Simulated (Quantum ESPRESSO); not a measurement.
**Collinear magnetic orders of CaCo2As2 with Quantum ESPRESSO**

Wanted: the moments of CaCo2As2 and the energy of each order that was tried.

Calculated with Quantum ESPRESSO 7.5; LDA; plane waves with GBRV 1.5 LDA potentials, no spin-orbit coupling.

### 1. Starting point

Symmetry: I4/mmm, No. 139, tetragonal system. The conventional cell has a = 4.009 Å, b = 4.009 Å, c = 10.094 Å, α = 90.00°, β = 90.00°, γ = 90.00°. Nearest to Ca lie 10 As at 3.15 to 3.67 Å and 8 Co at 3.22 Å. Nearest to Co lie 4 As at 2.31 Å and 4 Co at 2.83 Å and 4 Ca at 3.22 Å. As has 4 Co at 2.31 Å and 5 As at 2.76 to 3.64 Å and 5 Ca at 3.15 to 3.67 Å nearest. Farther neighbours are not listed.

The cell comes from Materials Project 2023-11-01, a database of computed structures, and need not be the stable phase.

### 2. Start 1: ferro ++

The signs are those of the starting moments on the seeded atoms, the atoms that are given a moment.

ASE passes magmoms on as starting_magnetization. pw.x reads values of 1 or more as Bohr magnetons; where all are smaller, it reads them as fractions of the valence charge.

File pw.py:

```python
from ase import Atoms
from ase.calculators.espresso import Espresso, EspressoProfile

atoms = Atoms(['Ca', 'Co', 'Co', 'As', 'As'],
    cell=[[-2.00436141, 2.00436141, 5.0470084],
         [2.00436141, -2.00436141, 5.0470084],
         [2.00436141, 2.00436141, -5.0470084]],
    scaled_positions=[[0.0, 0.0, 0.0],
         [0.75, 0.25, 0.5],
         [0.25, 0.75, 0.5],
         [0.36348384, 0.36348384, 0.0],
         [0.63651616, 0.63651616, 0.0]],
    pbc=True,
    magmoms=[0.0, 2.0, 2.0, 0.0, 0.0])
input_data = {
    'control': {'calculation': 'scf', 'prefix': 'pwscf', 'outdir': './tmp', 'disk_io': 'nowf'},
    'system': {'ecutwfc': 40.0, 'ecutrho': 280.0, 'nbnd': 39, 'occupations': 'smearing', 'smearing': 'fd', 'degauss': 0.00367493, 'nspin': 2},
    'electrons': {'conv_thr': 1e-08, 'electron_maxstep': 150, 'mixing_beta': 0.3},
}
atoms.calc = Espresso(
    profile=EspressoProfile(command='mpirun -n 4 pw.x -nk 4', pseudo_dir='pseudo'),
    pseudopotentials={'Ca': 'ca_lda_v1.uspp.F.UPF', 'As': 'as_lda_v1.uspp.F.UPF', 'Co': 'co_lda_v1.2.uspp.F.UPF'},
    input_data=input_data,
    kpts=(10, 10, 10),
    koffset=(0, 0, 0))
atoms.get_potential_energy()
energy = atoms.calc.results['free_energy']
print(f'free energy: {energy:.6f} eV')
print('site moments (muB):', atoms.get_magnetic_moments().round(3))
```

File espresso.pwi:

```
&CONTROL
   calculation      = 'scf'
   outdir           = './tmp'
   prefix           = 'pwscf'
   disk_io          = 'nowf'
   pseudo_dir       = 'pseudo'
/
&SYSTEM
   nbnd             = 39
   ecutwfc          = 40.0
   ecutrho          = 280.0
   occupations      = 'smearing'
   degauss          = 0.00367493
   smearing         = 'fd'
   nspin            = 2
   starting_magnetization(1) = 0.0
   starting_magnetization(2) = 2.0
   starting_magnetization(3) = 0.0
   ntyp             = 3
   nat              = 5
   ibrav            = 0
/
&ELECTRONS
   electron_maxstep = 150
   conv_thr         = 1e-08
   mixing_beta      = 0.3
/
&IONS
/
&CELL
/
&FCP
/
&RISM
/
ATOMIC_SPECIES
Ca  40.078 ca_lda_v1.uspp.F.UPF
Co  58.933194 co_lda_v1.2.uspp.F.UPF
As  74.921595 as_lda_v1.uspp.F.UPF

K_POINTS automatic
10 10 10  0 0 0

CELL_PARAMETERS angstrom
-2.00436141000000 2.00436141000000 5.04700840000000
2.00436141000000 -2.00436141000000 5.04700840000000
2.00436141000000 2.00436141000000 -5.04700840000000

ATOMIC_POSITIONS angstrom
Ca  0.0000000000 0.0000000000 0.0000000000  
Co  -0.0000000000 2.0043614100 2.5235042000  
Co  2.0043614100 0.0000000000 2.5235042000  
As  0.0000000000 -0.0000000000 3.6690119875  
As  -0.0000000000 0.0000000000 6.4250048125
```

Launch:

```console
> OMP_NUM_THREADS=1 python3 pw.py > pw.log
```

The log of the run:

```text
free energy: -10223.915248 eV
site moments (muB): [0.01  0.632 0.632 0.003 0.003]

--- espresso.pwo ---
Program PWSCF v.7.5 starts

Warning: card &CELL ignored
Warning: card &FCP ignored
Warning: card &RISM ignored

     Message from routine setup:
     using ibrav=0 with symmetry is DISCOURAGED, use correct ibrav instead

     K-points division:     npool     =       4
     Subspace diagonalization in iterative solution of the eigenvalue problem:

     G-vector sticks info
     --------------------
     sticks:   dense  smooth     PW     G-vecs:    dense   smooth      PW
     Sum        2279    1295    463                43251    18675    3975

     Using Slab Decomposition

     bravais-lattice index     =            0
     lattice parameter (alat)  =      10.9388  a.u.
     unit-cell volume          =     547.3217 (a.u.)^3
     number of atoms/cell      =            5
     number of atomic types    =            3
     number of electrons       =        54.00
     number of Kohn-Sham states=           39
     kinetic-energy cutoff     =      40.0000  Ry
     charge density cutoff     =     280.0000  Ry
     scf convergence threshold =      1.0E-08
     mixing beta               =       0.3000
     number of iterations used =            8  plain     mixing
     Exchange-correlation= SLA  PZ   NOGX NOGC
                           (   1   1   0   0   0   0   0)

     celldm(1)=  10.938760  celldm(2)=   0.000000  celldm(3)=   0.000000
     celldm(4)=   0.000000  celldm(5)=   0.000000  celldm(6)=   0.000000

     crystal axes: (cart. coord. in units of alat)
               a(1) = (  -0.346264   0.346264   0.871896 )
               a(2) = (   0.346264  -0.346264   0.871896 )
               a(3) = (   0.346264   0.346264  -0.871896 )

     reciprocal axes: (cart. coord. in units 2 pi/alat)
               b(1) = ( -0.000000  1.443987  0.573463 )
               b(2) = (  1.443987 -0.000000  0.573463 )
               b(3) = (  1.443987  1.443987  0.000000 )

     PseudoPot. # 1 for Ca read from file:
     ca_lda_v1.uspp.F.UPF
     Pseudo is Ultrasoft + core correction, Zval = 10.0
     Generated by new atomic code, or converted to UPF format
     Using radial grid of  845 points,  6 beta functions with:
                l(1) =   0
                l(2) =   0
                l(3) =   1
                l(4) =   1
                l(5) =   2
                l(6) =   2
     Q(r) pseudized with  8 coefficients,  rinner =    1.500   1.500   1.500
                                                       1.500   1.500

     PseudoPot. # 2 for Co read from file:
     co_lda_v1.2.uspp.F.UPF
     Pseudo is Ultrasoft + core correction, Zval = 17.0
     Generated by new atomic code, or converted to UPF format
     Using radial grid of  863 points,  6 beta functions with:
                l(1) =   0
                l(2) =   0
                l(3) =   1
                l(4) =   1
                l(5) =   2
                l(6) =   2
     Q(r) pseudized with  8 coefficients,  rinner =    1.200   1.200   1.200
                                                       1.200   1.200

     PseudoPot. # 3 for As read from file:
     as_lda_v1.uspp.F.UPF
     Pseudo is Ultrasoft + core correction, Zval =  5.0
     Generated by new atomic code, or converted to UPF format
     Using radial grid of  875 points,  6 beta functions with:
                l(1) =   0
                l(2) =   0
                l(3) =   1
                l(4) =   1
                l(5) =   2
                l(6) =   2
     Q(r) pseudized with  8 coefficients,  rinner =    1.300   1.300   1.300
                                                       1.300   1.300

     atomic species   valence    mass     pseudopotential
     Ca               10.00    40.07800     Ca( 1.00)
     Co               17.00    58.93319     Co( 1.00)
     As                5.00    74.92159     As( 1.00)

     Starting magnetic structure
     atomic species   magnetization
     Ca              0.000
     Co              0.118
     As              0.000

     16 Sym. Ops., with inversion, found

   Cartesian axes

     site n.     atom                  positions (alat units)
         1        Ca     tau(   1) = (   0.0000000   0.0000000   0.0000000  )
         2        Co     tau(   2) = (  -0.0000000   0.3462636   0.4359481  )
         3        Co     tau(   3) = (   0.3462636   0.0000000   0.4359481  )
         4        As     tau(   4) = (   0.0000000  -0.0000000   0.6338404  )
         5        As     tau(   5) = (  -0.0000000   0.0000000   1.1099521  )

     number of k points=   102  Fermi-Dirac smearing, width (Ry)=  0.0037

     Number of k-points >= 100: set verbosity='high' to print them.

     Dense  grid:    43251 G-vectors     FFT dimensions: (  60,  60,  60)

     Smooth grid:    18675 G-vectors     FFT dimensions: (  45,  45,  45)

     Check: negative core charge=   -0.000014
     Generating pointlists ...
     new r_m :   0.2246 (alat units)  2.4569 (a.u.) for type    1
     new r_m :   0.1645 (alat units)  1.7996 (a.u.) for type    2
     new r_m :   0.1645 (alat units)  1.7996 (a.u.) for type    3

     Initial potential from superposition of free atoms

     starting charge      51.9948, renormalised to      54.0000
     Starting wfcs are   44 randomized atomic wfcs

     Self-consistent Calculation

     iteration #  1     ecut=    40.00 Ry     beta= 0.30
     Davidson diagonalization with overlap
     ethr =  1.00E-02,  avg # of iterations =  3.8

     total energy              =    -743.86970025 Ry
     estimated scf accuracy    <      20.12589878 Ry

     total magnetization       =     2.23 Bohr mag/cell
     absolute magnetization    =     2.70 Bohr mag/cell

     iteration #  2     ecut=    40.00 Ry     beta= 0.30
     Davidson diagonalization with overlap
     ethr =  1.00E-02,  avg # of iterations =  3.0

     total energy              =    -750.35212007 Ry
     estimated scf accuracy    <      26.87889060 Ry

     total magnetization       =     0.15 Bohr mag/cell
     absolute magnetization    =     0.25 Bohr mag/cell

     iteration #  3     ecut=    40.00 Ry     beta= 0.30
     Davidson diagonalization with overlap
     ethr =  1.00E-02,  avg # of iterations =  2.0

     total energy              =    -750.99441049 Ry
     estimated scf accuracy    <       3.27334874 Ry

     total magnetization       =     0.82 Bohr mag/cell
     absolute magnetization    =     0.96 Bohr mag/cell

     [... further iterations left out ...]

     iteration # 15     ecut=    40.00 Ry     beta= 0.30
     Davidson diagonalization with overlap
     ethr =  1.75E-08,  avg # of iterations =  1.8

     total energy              =    -751.44397590 Ry
     estimated scf accuracy    <       0.00000199 Ry

     total magnetization       =     1.30 Bohr mag/cell
     absolute magnetization    =     1.39 Bohr mag/cell

     iteration # 16     ecut=    40.00 Ry     beta= 0.30
     Davidson diagonalization with overlap
     ethr =  3.69E-09,  avg # of iterations =  4.2

     total energy              =    -751.44397637 Ry
     estimated scf accuracy    <       0.00000019 Ry

     total magnetization       =     1.30 Bohr mag/cell
     absolute magnetization    =     1.39 Bohr mag/cell

     iteration # 17     ecut=    40.00 Ry     beta= 0.30
     Davidson diagonalization with overlap
     ethr =  3.45E-10,  avg # of iterations =  3.5

     total energy              =    -751.44397642 Ry
     estimated scf accuracy    <       0.00000001 Ry

     total magnetization       =     1.30 Bohr mag/cell
     absolute magnetization    =     1.39 Bohr mag/cell

     iteration # 18     ecut=    40.00 Ry     beta= 0.30
     Davidson diagonalization with overlap
     ethr =  2.56E-11,  avg # of iterations =  3.0

     Magnetic moment per site  (integrated on atomic sphere of radius R)
     atom   1 (R=0.225)  charge=  8.5833  magn=  0.0098
     atom   2 (R=0.165)  charge= 15.2984  magn=  0.6318
     atom   3 (R=0.165)  charge= 15.2984  magn=  0.6318
     atom   4 (R=0.165)  charge=  2.4031  magn=  0.0027
     atom   5 (R=0.165)  charge=  2.4031  magn=  0.0027

     End of self-consistent calculation

     Number of k-points >= 100: set verbosity='high' to print the bands.

     the Fermi energy is    11.8571 ev

!    total energy              =    -751.44397642 Ry
     estimated scf accuracy    <          7.6E-10 Ry
     smearing contrib. (-TS)   =      -0.00182609 Ry
     internal energy E=F+TS    =    -751.44215033 Ry

     The total energy is F=E-TS. E is the sum of the following terms:
     one-electron contribution =    -528.68572536 Ry
     hartree contribution      =     288.55508015 Ry
     xc contribution           =    -138.88874085 Ry
     ewald contribution        =    -372.42276428 Ry

     total magnetization       =     1.30 Bohr mag/cell
     absolute magnetization    =     1.39 Bohr mag/cell

     convergence has been achieved in  18 iterations

=------------------------------------------------------------------------------=
   JOB DONE.
=------------------------------------------------------------------------------=
```

Wall time 2 min (4 MPI ranks of Intel Xeon 6975P-C (Granite Rapids), shared host); peak memory 0.86 GiB; 8 min of CPU time.

Spin moment in the atom's sphere by atom:

```tsv
atom	spin moment in the atom's sphere (μB)
Ca1	0.010
Co2	0.632
Co3	0.632
As4	0.003
As5	0.003
```

This step gave:

```yaml
smearing_term_ts: 0.02485 eV
magnetization: 1.299 μB
absolute_magnetization: 1.393 μB
final_state: ferromagnetic
```

(Part 1 of 2 ends here.)

[Logs and program files are shortened in this print: banners, set-up blocks, solver, clock and traceback lines can be left out without a mark of their own.]

[Logs are printed without paths, hosts, clocks, repeated set-up lines and the standing remarks that a program may print on its own settings, such as how far it seeks lower states.]

[Hosts, paths, dates, database ids (printed as entryN), source tags and the programs' standing remarks are cut or masked in the printed files.]

[Where a cell is said to come from a database of computed structures, the database is the Materials Project.]
